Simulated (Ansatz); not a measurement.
# What HfO2 (model cell, started as fluorite) distorts into, part 2 of 3

Which phase does HfO2 (model cell, started as fluorite) fall into along its unstable mode, and how much energy does it gain?

Ansatz 0.2.0; DFT LDA, scalar-relativistic, plane waves, PAW; PAW set soft_1.

So far, highest frequency on the path or at a solved wavevector (cm⁻¹): step 2 (the dispersion) 707. Also lowest frequency on the path (cm⁻¹): step 2 -218.

### 4. The mode frozen in, largest atomic shift 0.22 Å

The atoms are moved along the unstable eigenvector, the largest shift by 0.22 Å, with the cell fixed.

Contents of input.yaml:

```yaml
crystal:
  lattice:
    - [0.0, -2.5008814195, -2.5008814195]
    - [0.0, 2.5008814195, -2.5008814195]
    - [5.001762839, 0.0, 0.0]
  atoms:
    - { symbol: Hf, position: [0.5, 0.5, 0.5] }
    - { symbol: Hf, position: [0.0, 0.0, 0.0] }
    - { symbol: O, position: [0.0, 0.5, 0.7939844925] }
    - { symbol: O, position: [0.5, 0.0, 0.2060155075] }
    - { symbol: O, position: [0.0, 0.5, 0.2939844925] }
    - { symbol: O, position: [0.5, 0.0, 0.7060155075] }
kpoints:
  mp_grid: { grid: [6, 6, 6] }
hamiltonian:
  xc: lda
  pseudopotentials: { kind: paw, azcp: { folder: soft_1 }, xc_functional: pbe }
scf:
  occupations: { method: gaussian, width: 0.02 }
output:
  forces: true
  stress: true
  eigenvalues: true
```

The run is started by

```
> ansatz run input.yaml --threads 8 --pin off --max-ram 16384MiB --backend cpu --events-out ev --progress --plain --runs-dir out
```

Numbers of over 12 decimals in the logs are rounded to 6 here.

Output:

```text
[...]
Crystal: 6 atoms, lattice volume = 62.566 Å³
Basis set: ecut = 420 eV, 1229 PW (Γ)
Bands: 46, of which v1, the nominal top of the filled ones, is band 38 counted from 1 (37 counted from 0)
Symmetry: 16 space group operations
[...]
k-points: 40 of 216
[...]
k-point 0: bands = [... 34 lower, 14.2213, 14.3391, 14.3391, 14.5590, 18.9988, 19.0441, 20.1559, 20.7451, ... 2 higher]
  k-point 1: bands = [... 34 lower, 13.6314, 14.1420, 14.3622, 14.3622, 19.0941, 19.2155, 20.2023, 20.5977, ... 2 higher]
  k-point 2: bands = [... 34 lower, 13.8003, 13.8003, 14.4068, 14.4068, 19.3663, 19.6548, 20.2248, 20.2872, ... 2 higher]
  k-point 39: bands = [... 34 lower, 13.0309, 13.0309, 14.5092, 14.5092, 20.3939, 20.3939, 20.6982, 20.6982, ... 2 higher]
[key lines of the parts left out:]
SCF converged after 10 iterations
Free energy (F): -33187.336367 eV
Fermi energy:    16.807610 eV
P = ⅓ Tr σ = 4.9319 GPa (49.319 kbar)
```

It took 1.5 s on 8 threads of Intel Xeon at 2.70GHz, shared host; peak memory 0.5 GiB.

A gap read on the k-mesh alone can miss the band edges.

This step gave:

```yaml
pressure: 4.932 GPa
gap_on_the_k_mesh: 4.383 eV
energy_from_the_undistorted_cell: -16.02 meV/atom
```

The energy, extrapolated to zero smearing, is -16.02 meV/atom against the undistorted cell.

### 5. Energy along the mode, all amplitudes (two of the runs are shown above)

An imaginary frequency means negative curvature, so the energy should fall and then rise again as anharmonic terms take over.

Numbers from this step:

```
depth at the lowest point sampled  : 16.02 meV/atom
largest atomic shift at that point : 0.22 Å
```

Energy from the parent against largest atomic shift:

```
largest atomic shift (Å)  energy from the parent (meV/atom)
                   0.000                                  0
                   0.040                              -1.45
                   0.080                              -5.32
                   0.140                              -12.8
                   0.220                              -16.0
                   0.320                               11.1
```

Displacement at unit largest shift by atom:

```
atom  x (Å)  y (Å)  z (Å)  size
 Hf1   0.00   0.00   0.00  0.00
 Hf2   0.00   0.00   0.00  0.00
  O3   1.00   0.00   0.00  1.00
  O4  -1.00   0.00   0.00  1.00
  O5   1.00   0.00   0.00  1.00
  O6  -1.00   0.00   0.00  1.00
```

The lowest of the steps tried is at 0.22 Å, 16.0 meV/atom below the parent; the bottom of the well need not coincide with a step.

### 6. Relaxation from the frozen mode

Starting from the lowest point found, all atoms and the cell are let go, so that strain and other modes of the same symmetry can join in.

input.yaml, as its differences from that of step 4:

```diff
@@ -18,3 +18,3 @@
 scf:
-  occupations: { method: gaussian, width: 0.02 }
+  occupations: { method: fixed }
 output:
@@ -23 +23,6 @@
   eigenvalues: true
+relax:
+  adjacent_minimum: "off"
+  f_tol: 0.002
+  max_steps: 120
+  cell: { stress_tol: 0.03 }
```

Output:

```text
[...]
Crystal: 6 atoms, lattice volume = 62.566 Å³
Basis set: ecut = 420 eV, 1229 PW (Γ)
Bands: 46, of which v1, the nominal top of the filled ones, is band 38 counted from 1 (37 counted from 0)
Symmetry: 16 space group operations
[...]
k-points: 40 of 216
[...]
SCF iter   1: F=—  HF=-33188.858366 eV  |F-HF|=—  |Δ(HF+E_count)|=         —  Δρ=9.27e-2  dr2=4.23e0  ethr=3.10e-3  ⟨swp⟩=4.2  Hψ=5106  notcnv=0  defer=173
[...]
SCF iter  10: F=-33187.336367 eV  HF=-33187.336367 eV  |F-HF|=8.73e-11  |Δ(HF+E_count)|=   1.25e-8  Δρ=5.78e-7  dr2=1.03e-10  ethr=2.43e-11  ⟨swp⟩=3.0  Hψ=6908  notcnv=0
SCF 1 converged in 10 iterations: F = -33187.336367 eV  dr2 = 1.03e-10
[...]
relax step   1: F+E_penalty+E_count = -33187.33636732 eV  Δ(F+E_penalty+E_count) = +0.000e0 eV  max|allowed force component| = 9.355e-2 eV/Å  Δτ_max = 0.0000 Å  P = +4.932 GPa  Ω = 62.566 Å³  (10 SCF iters, dr2 threshold 1.00e-7 eV, accepted)
Crystal: 6 atoms, lattice volume = 63.902 Å³
Basis set: ecut = 420 eV, 1269 PW (Γ)
[...]
iter 1 solved again at ethr=1.18e-5 eV; its pass at ethr=3.10e-3 eV (dr2=8.97e-3 eV) is discarded
[...]
SCF iter   7: F=-33187.331213 eV  HF=-33187.331213 eV  |F-HF|=3.62e-8  |Δ(HF+E_count)|=   6.10e-8  Δρ=1.37e-5  dr2=8.27e-8  ethr=7.89e-10  ⟨swp⟩=11.7  Hψ=10540  notcnv=0
SCF 2 converged in 7 iterations: F = -33187.331213 eV  dr2 = 8.27e-8
relax step   2: F+E_penalty+E_count = -33187.33121341 eV  Δ(F+E_penalty+E_count) = +5.154e-3 eV  max|allowed force component| = 1.559e-1 eV/Å  Δτ_max = 0.0030 Å  P = -0.773 GPa  Ω = 63.902 Å³  energy of the carried Pulay correction = -6.245e-3 eV  (7 SCF iters, dr2 threshold 6.00e-7 eV, accepted)
Crystal: 6 atoms, lattice volume = 63.640 Å³
Basis set: ecut = 420 eV, 1253 PW (Γ)
[...]
SCF iter   6: F=-33187.364210 eV  HF=-33187.364210 eV  |F-HF|=1.86e-8  |Δ(HF+E_count)|=   7.82e-7  Δρ=1.75e-5  dr2=1.06e-7  ethr=7.89e-10  ⟨swp⟩=11.7  Hψ=10482  notcnv=0
SCF 3 converged in 6 iterations: F = -33187.364210 eV  dr2 = 1.06e-7
relax step   3: F+E_penalty+E_count = -33187.36421041 eV  Δ(F+E_penalty+E_count) = -3.300e-2 eV  max|allowed force component| = 3.604e-2 eV/Å  Δτ_max = 0.0040 Å  P = +0.252 GPa  Ω = 63.640 Å³  energy of the carried Pulay correction = -5.029e-3 eV  (6 SCF iters, dr2 threshold 6.00e-7 eV, accepted)
[...]
relax step   4: F+E_penalty+E_count = -33187.36459257 eV  Δ(F+E_penalty+E_count) = -3.822e-4 eV  max|allowed force component| = 1.572e-2 eV/Å  Δτ_max = 0.0049 Å  P = +0.433 GPa  Ω = 63.656 Å³  energy of the carried Pulay correction = -5.105e-3 eV  (4 SCF iters, dr2 threshold 4.14e-7 eV, accepted)
[...]
relax step   5: F+E_penalty+E_count = -33187.36357942 eV  Δ(F+E_penalty+E_count) = +1.013e-3 eV  max|allowed force component| = 3.441e-4 eV/Å  Δτ_max = 0.0069 Å  P = -0.433 GPa  Ω = 63.926 Å³  energy of the carried Pulay correction = -6.354e-3 eV  (5 SCF iters, dr2 threshold 6.00e-7 eV, accepted)
[...]
relax step   6: F+E_penalty+E_count = -33187.36428298 eV  Δ(F+E_penalty+E_count) = -7.036e-4 eV  max|allowed force component| = 2.770e-4 eV/Å  Δτ_max = 0.0018 Å  P = -0.007 GPa  Ω = 63.809 Å³  energy of the carried Pulay correction = -5.815e-3 eV  (4 SCF iters, dr2 threshold 5.91e-7 eV, accepted)
[...]
relax step   7: F+E_penalty+E_count = -33187.37142891 eV  Δ(F+E_penalty+E_count) = -7.146e-3 eV  max|allowed force component| = 1.036e-3 eV/Å  Δτ_max = 0.0000 Å  P = +0.158 GPa  Ω = 63.809 Å³  stress off target by 2.97e-1 GPa  SCF on the basis re-selected at this cell (its energy is not comparable with the rows above)  (8 SCF iters)
[...]
relax step   8: F+E_penalty+E_count = -33187.37124656 eV  Δ(F+E_penalty+E_count) = +1.824e-4 eV  max|allowed force component| = 2.017e-4 eV/Å  Δτ_max = 0.0011 Å  P = +0.006 GPa  Ω = 63.859 Å³  energy of the carried Pulay correction = -2.249e-4 eV  (4 SCF iters, dr2 threshold 2.21e-7 eV, accepted)
[...]
SCF iter   7: F=-33187.371487 eV  HF=-33187.371487 eV  |F-HF|=7.28e-12  |Δ(HF+E_count)|=  1.46e-11  Δρ=4.60e-8  dr2=7.90e-13  ethr=1.00e-12  ⟨swp⟩=5.4  Hψ=9910  notcnv=0
SCF 9 converged in 7 iterations: F = -33187.371487 eV  dr2 = 7.90e-13
relax step   9: F+E_penalty+E_count = -33187.37148742 eV  Δ(F+E_penalty+E_count) = -2.409e-4 eV  max|allowed force component| = 2.312e-4 eV/Å  Δτ_max = 0.0000 Å  P = +0.008 GPa  Ω = 63.859 Å³  stress off target by 9.78e-3 GPa  SCF on the basis re-selected at this cell (its energy is not comparable with the rows above)  (7 SCF iters)
[...]
SCF converged after 7 iterations
Free energy (F): -33187.371487 eV
[...]
Internal energy: -33187.371487 eV  (E = F + TS)
E sigma→0 (E₀):  -33187.371487 eV
Fermi energy:    14.134694 eV
[...]
--- Forces (eV/Å), atoms counted from 1 ---
  atom   1  Hf     0.00000000     0.00000000    -0.00000000
  atom   2  Hf     0.00000000     0.00000000    -0.00000000
  atom   3  O     -0.00023121     0.00000000     0.00000000
  atom   4  O      0.00023121    -0.00000000     0.00000000
  atom   5  O     -0.00023121     0.00000000    -0.00000000
  atom   6  O      0.00023121    -0.00000000     0.00000000
  max |Σ_I F_I| component: 6.94e-18 eV/Å
--- Stress (GPa, compression-positive) ---
        0.005089       0.000000       0.000000
        0.000000       0.009775      -0.000000
        0.000000      -0.000000       0.009775
  P = ⅓ Tr σ = 0.0082 GPa (0.082 kbar)
--- Band table (eV; the first three rows and the last of 40) ---
  k-point 0: bands = [... 34 lower, 13.5840, 13.9904, 14.0007, 14.0007, 18.6199, 18.6704, 19.8092, 20.2494, ... 4 higher]
  k-point 1: bands = [... 34 lower, 13.0511, 13.5787, 14.0204, 14.0204, 18.7578, 18.7783, 19.8271, 20.1185, ... 4 higher]
  k-point 2: bands = [... 34 lower, 13.3805, 13.3805, 14.0579, 14.0579, 19.0068, 19.1857, 19.7850, 19.8413, ... 4 higher]
  k-point 39: bands = [... 34 lower, 12.7047, 12.7047, 14.1347, 14.1347, 20.0042, 20.0042, 20.1874, 20.1874, ... 4 higher]
--- Relaxed structure (7 steps of the walk, 7 accepted, 2 SCFs on fresh bases) ---
  F+E_penalty+E_count = -33187.37148742 eV   max|allowed force component| = 2.312e-4 eV/Å   (the final SCF, on the basis selected at the relaxed cell)
  cell:  # Å, volume = 63.8594 Å³
    - [0, -2.501314, -2.501314]
    - [0, 2.501314, -2.501314]
    - [5.103383, 0, 0.0]
  atoms:
    - { symbol: Hf, position: [0.500000, 0.500000, 0.5] }
    - { symbol: Hf, position: [0, 0, 0.0] }
    - { symbol: O, position: [0.0, 0.500000, 0.796407] }
    - { symbol: O, position: [0.500000, 0.0, 0.203593] }
    - { symbol: O, position: [0.0, 0.500000, 0.296407] }
    - { symbol: O, position: [0.500000, 0.0, 0.703593] }
```

Elapsed: 12 s, on 8 threads; peak memory 0.54 GiB; 72 s of CPU time.

Step by step:

```
step  energy less that of the first step (eV)  largest force component (eV/Å)  pressure (GPa)  volume (Å³)
   1                                   0.0000                          0.0936            4.93        62.57
   2                                   0.0052                          0.1559           -0.77        63.90
   3                                  -0.0278                          0.0360            0.25        63.64
   4                                  -0.0282                          0.0157            0.43        63.66
   5                                  -0.0272                          0.0003           -0.43        63.93
   6                                  -0.0279                          0.0003           -0.01        63.81
  7*                                  -0.0351                          0.0010            0.16        63.81
   8                                  -0.0349                          0.0002            0.01        63.86
  9*                                  -0.0351                          0.0002            0.01        63.86
```

Relaxation steps marked * repeat the geometry before them on a plane-wave basis chosen anew for their cell, so energy and pressure can jump there.

Forces are held to the 16 operations that the run works with; a distortion that breaks them can't arise in this run.

```
conventional cell, symmetrised  before  after  change
                         a (Å)   3.537  3.537  +0.0 %
                         b (Å)   3.537  3.537  +0.0 %
                         c (Å)   5.002  5.103  +2.0 %
              volume (Å³/atom)   10.43  10.64  +2.1 %
```

The atoms that moved most (Å, as changes of fractional coordinates times the final cell):

```
atom      dx     dy     dz  length
  O3   0.012  0.000  0.000   0.012
  O5   0.012  0.000  0.000   0.012
  O4  -0.012  0.000  0.000   0.012
  O6  -0.012  0.000  0.000   0.012
```

This step gave:

```
pressure          : 0.008213 GPa
gap on the k-mesh : 4.485 eV
volume per atom   : 10.64 Å³
```

The distorted start has space group P4_2/nmc; the relaxation ends in P4_2/nmc.

### 7. The new phase in its own primitive cell

The relaxed structure is symmetrised, reduced to its primitive cell and relaxed tightly, as its phonons need.

input.yaml, the sections that differ from step 6:

```yaml
crystal:
  lattice:
    - [3.5373927002, 0.0, 0.0]
    - [0.0, 3.5373927002, 0.0]
    - [0.0, 0.0, 5.1033832662]
  atoms:
    - { symbol: Hf, position: [0.5, 0.5, 0.5] }
    - { symbol: Hf, position: [0.0, 0.0, 0.0] }
    - { symbol: O, position: [0.0, 0.5, 0.796407048] }
    - { symbol: O, position: [0.5, 0.0, 0.203592952] }
    - { symbol: O, position: [0.0, 0.5, 0.296407048] }
    - { symbol: O, position: [0.5, 0.0, 0.703592952] }
relax:
  adjacent_minimum: "off"
  f_tol: 0.001
  max_steps: 60
  cell: { stress_tol: 0.01 }
# kpoints, hamiltonian, scf, output: as in step 6
```

Output:

```text
[...]
Crystal: 6 atoms, lattice volume = 63.859 Å³
Basis set: ecut = 420 eV, 1253 PW (Γ)
Bands: 46, of which v1, the nominal top of the filled ones, is band 38 counted from 1 (37 counted from 0)
Symmetry: 16 space group operations
[...]
k-points: 40 of 216
[...]
cell:  # Å, volume = 63.8594 Å³
    - [3.5373927002, 0.0, 0.0]
    - [0.0, 3.5373927002, 0.0]
    - [0.0, 0.0, 5.1033832662]
  atoms:
    - { symbol: Hf, position: [0.5, 0.5, 0.5] }
    - { symbol: Hf, position: [0.0, 0.0, 0.0] }
    - { symbol: O, position: [0.0, 0.5, 0.796407048] }
    - { symbol: O, position: [0.5, 0.0, 0.203593] }
    - { symbol: O, position: [0.0, 0.5, 0.296407048] }
    - { symbol: O, position: [0.5, 0.0, 0.703592952] }
[key lines of the parts left out:]
SCF converged after 5 iterations
Free energy (F): -33187.371487 eV
Fermi energy:    14.134693 eV
P = ⅓ Tr σ = 0.0082 GPa (0.082 kbar)
```

Wall time 3 s (8 threads); peak memory 0.53 GiB.

Little changed from the start: no atom moved by 0.005 Å and no cell edge by 0.1 %.

Numbers from this step:

* pressure: 0.008207 GPa
* direct gap on mesh: 4.619 eV

The largest force component left is 0.23 meV/Å and the pressure is 0.008 GPa, within the tolerances set. The cell now holds 10.64 Å³/atom.

[end of part 2 of 3]

[Logs are printed without paths, hosts, clocks, repeated set-up lines and the standing remarks that a program may print on its own settings, such as how far it seeks lower states.]

[Hosts, paths, dates, database ids (printed as entryN), source tags and the programs' standing remarks are cut or masked in the printed files.]
